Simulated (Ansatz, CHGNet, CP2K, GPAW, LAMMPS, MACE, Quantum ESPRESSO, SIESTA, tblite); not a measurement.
## Glassy 63SiO2-9CaO-11ZnO-11SrO-6Sc2O3 (mol %) (98 atoms): runs against a plane-wave reference

Density of this cell: 3.11 g/cm³. The cell holds 98 atoms: 22 Si, 3 Ca, 4 Zn, 4 Sr, 4 Sc and 61 O. Cell: a = 11.025 Å, b = 11.025 Å, c = 11.025 Å, α = 90.0°, β = 90.0°, γ = 90.0°. 98 atoms (22 Si, 3 Ca, 4 Zn, 4 Sr, 4 Sc, 61 O) placed at random at 2.93 g/cm³, melted at 4000 K for 10 ps at fixed volume with the Morse and Coulomb pair potential with partial charges (Pedone, Malavasi, Menziani, Cormack and Segre, J. Phys. Chem. B 110, 11780 (2006)). Quenched from 4000 K to 300 K at 25 K/ps and fixed volume, held 10 ps at zero pressure, then minimised at fixed cell.

Geometry: as built.

The reference, a calculation:

```
method                                           : Kohn-Sham DFT, PBE, PAW, plane waves (Ansatz 0.2.0); cutoff 420 eV, Γ point, fermi-dirac smearing of 0.05 eV; PAW set soft_2
r.m.s. force component                           : 0.9374 eV/Å
longest force                                    : 3.122 eV/Å
pressure                                         : 4.616 GPa
gap (highest filled to lowest empty level) : 2.774 eV
SCF cycles                                       : 10
time                                             : 11 s on 8 threads of Arm Neoverse V2, shared host
CPU time                                         : 78 s
```

**Question.** The same geometry is run in other programs. How far does each lie from the reference, and what does it cost?
- SIESTA PBE, DZP, shift 0.01 Ry, mesh 500 Ry (SIESTA 5.4.2; 4 MPI ranks)
- tblite GFN1-xTB (tblite 0.8.0; 1 thread)
- SIESTA PBE, DZ, shift 0.01 Ry, mesh 500 Ry (SIESTA 5.4.2; 2 MPI ranks)
- CHGNet 0.3.0 potential (CHGNet 0.3.0; 1 thread)
- CP2K PBE, DZVP-MOLOPT-SR, 800/50 Ry, SIGN filter 1e-04, SCF 1e-05 (CP2K 2026.2; 4 MPI ranks)
- SIESTA PBE, DZP, shift 0.01 Ry, mesh 200 Ry (SIESTA 5.4.2; 2 MPI ranks)
- SIESTA PBE, SZ, shift 0.02 Ry, mesh 500 Ry (SIESTA 5.4.2; 1 thread)
- CP2K PBE, DZVP-MOLOPT-SR, 800/50 Ry, diagonalisation (CP2K 2026.2; 4 MPI ranks)
- GPAW PBE, LCAO dzp, h 0.18 Å (GPAW 26.7.0; 2 MPI ranks)
- CHGNet r2SCAN potential (CHGNet r2SCAN; 1 thread)

Differences are against the plane-wave reference, forces as r.m.s. over components; share is that over the reference's r.m.s. force, slope the least-squares factor from reference forces to these. Total energies of different programs have different zeros and aren't compared.

```tsv
run	Δ force, r.m.s. (meV/Å)	share (%)	slope	Δ pressure (GPa)	Δ gap (eV)	cores	CPU time	memory (GiB)
reference	-	-	-	-	-	8	78 s	2.0
SIESTA PBE, DZP, shift 0.01 Ry, mesh 500 Ry	245	26.1	1.175	1.91	-0.377	4	6.8 min	2.8
tblite GFN1-xTB	664	70.8	1.058	-15.1	-	1	6.2 s	0.13
SIESTA PBE, DZ, shift 0.01 Ry, mesh 500 Ry (coarse)	1097	117	1.869	9.96	-0.144	2	3 min	1.5
CHGNet 0.3.0 potential	111	11.9	0.985	0.393	-	1	3.8 s	1.2
CP2K PBE, DZVP-MOLOPT-SR, 800/50 Ry, SIGN filter 1e-04, SCF 1e-05 (coarse)	399	42.6	0.937	0.425	-	4	6.7 min	4.3
SIESTA PBE, DZP, shift 0.01 Ry, mesh 200 Ry	246	26.2	1.177	1.89	-0.377	2	2.6 min	1.1
SIESTA PBE, SZ, shift 0.02 Ry, mesh 500 Ry (coarse)	1221	130	1.957	4.72	-0.921	1	2.1 min	0.87
CP2K PBE, DZVP-MOLOPT-SR, 800/50 Ry, diagonalisation	92.8	9.90	0.983	0.199	-0.120	4	6.8 min	6.7
GPAW PBE, LCAO dzp, h 0.18 Å	361	38.5	1.327	-	-0.128	2	5.1 min	2.6
CHGNet r2SCAN potential	257	27.4	0.768	-3.84	-	1	3.8 s	1.2
```

Rows marked coarse were listed beforehand as settings not expected to be converged; some can still land near the reference.

Times of the machine-learned potentials are mostly Python's start and the loading of weights.

CPU time is summed over cores on a shared host, where runs went side by side, so it is rough. Symmetry, cutoffs, thresholds, outputs and thread counts weren't matched or tuned between programs; memory under MPI is the largest rank's times the ranks.

The PBE runs in local orbitals, coarse settings apart, differ by 9.9 % (CP2K PBE, DZVP-MOLOPT-SR, 800/50 Ry, diagonalisation) to 38 % (GPAW PBE, LCAO dzp, h 0.18 Å); basis, grid and potentials can all enter. Tight binding differs by 71 % (tblite GFN1-xTB); it is another model, with fitted parameters of its own, and the xTB methods hold dispersion. Machine-learned potentials differ by 12 % (CHGNet 0.3.0 potential) to 27 % (CHGNet r2SCAN potential); they were trained on other programs' data, some at another functional. Runs with settings chosen to be coarse differ by 43 % (CP2K PBE, DZVP-MOLOPT-SR, 800/50 Ry, SIGN filter 1e-04, SCF 1e-05) to 130 % (SIESTA PBE, SZ, shift 0.02 Ry, mesh 500 Ry), their programs' other errors included. Periodic xTB results under one method name differ between programs and library versions. Machine-learned potentials mimic data converged in k, so the reference's own k-point error enters their differences. The network of bonds at the start is that of the classical potential that made the cell, and needn't be the one that DFT or experiment would give. The electronic-structure runs sample only Γ, in a cell whose shortest periodic width is 11 Å.

[Logs are printed without paths, hosts, clocks, repeated set-up lines and the standing remarks that a program may print on its own settings, such as how far it seeks lower states.]

[Hosts, paths, dates, database ids (printed as entryN), source tags and the programs' standing remarks are cut or masked in the printed files.]
